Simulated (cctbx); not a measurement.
# Diagnosing a refinement

Cell a = 9.2490 Å, b = 9.2490 Å, c = 9.2490 Å, α = 90.00°, β = 90.00°, γ = 90.00°; space group Im-3m (no. 229).

Simulated single-crystal data (cctbx): Ag Kα, λ = 0.56087 Å, to d = 0.65 Å, 70 % of the full sphere, strongest reflection 20000 counts, noise from counting, a 6 % proportional error and a noise floor of 2 counts (s.d.); no absorption.

An isotropic refinement with weights 1/σ² prints:

```text
Rint 0.054, 181 unique reflections to 0.65 A
cycle     R1     wR2    GooF  max shift (A)
   1  0.5934  0.8795  45.197   0.05082
  12  0.0193  0.0909   4.671   0.02037
final R1 0.0194 wR2 0.0912 GooF 4.686  parameters 8  data/parameter 22.6
atom        x        y        z      Ueq    occ   su(xyz)  su(Uiso or U11)
Sm1    0.70958  0.00000  0.00000   0.0025  1.000  0.00008  0.0003
Ru1    0.50000  0.15644  0.15644   0.0033  1.000  0.00010  0.0003
Zn1    0.25000  0.25000  0.25000   0.0065  1.000  0.00000  0.0005
Zn2    0.00000  0.31179  0.82966   1.0000  1.000  0.00473  0.0432
difference map: max 3.12 min -1.25 rms 0.49
Q1    0.0000  0.0000  0.2758   12    3.18  0.14 A from Sm1
Q2    0.2500  0.2500  0.2500    8    2.21  0.00 A from Zn1
Q3    0.0000  0.0000  0.0746   12    1.75  2.00 A from Sm1
Q4    0.0000  0.3439  0.3439   24    1.75  0.00 A from Ru1
Q5    0.0000  0.0000  0.1719   12    1.51  1.10 A from Sm1
Q6    0.0668  0.0668  0.0668   16    1.32  2.25 A from Sm1
```

**Question.** Can this result stand? If not, what is the likely fault?

Mend it. The fault: spurious atom: Zn2. Against the right model at the same level, R1 goes from 0.0096 to 0.0194 and GooF from 1.17 to 4.69, Zn2 takes U = the program's ceiling and the top difference peak, 3.2 e/Å³, lies on Sm1. A site with no density behind it hides by a very large U or drifts. The fit had not settled when the cycles ran out.

The compound is Sm3Zn2Ru6. The right model at the same level gives:

```text
Rint 0.054, 181 unique reflections to 0.65 A
cycle     R1     wR2    GooF  max shift (A)
   1  0.1932  0.4041  20.588   0.01494
   2  0.0096  0.0230   1.173   0.00000
final R1 0.0096 wR2 0.0230 GooF 1.173  parameters 5  data/parameter 36.2
atom        x        y        z      Ueq    occ   su(xyz)  su(Uiso or U11)
Sm1    0.70958  0.00000  0.00000   0.0029  1.000  0.00002  0.0001
Ru1    0.50000  0.15645  0.15645   0.0036  1.000  0.00002  0.0001
Zn1    0.25000  0.25000  0.25000   0.0069  1.000  0.00000  0.0001
difference map: max 1.12 min -0.89 rms 0.18
Q1    0.0000  0.0000  0.2523   12    1.12  0.35 A from Sm1
Q2    0.0000  0.3074  0.3748   48    0.95  0.44 A from Ru1
Q3    0.0000  0.0000  0.3456   12    0.91  0.51 A from Sm1
Q4    0.0000  0.0000  0.1823   12    0.90  1.00 A from Sm1
Q5    0.2247  0.2247  0.2247   16    0.80  0.41 A from Zn1
Q6    0.0000  0.0000  0.4242   12    0.60  1.24 A from Sm1
```

The model is made up (kin elements in a known structure type, no relaxation), so it says nothing on whether the phase exists.

[Middle refinement cycles are left out of these outputs.]

[Logs are printed without paths, hosts, clocks, repeated set-up lines and the standing remarks that a program may print on its own settings, such as how far it seeks lower states.]
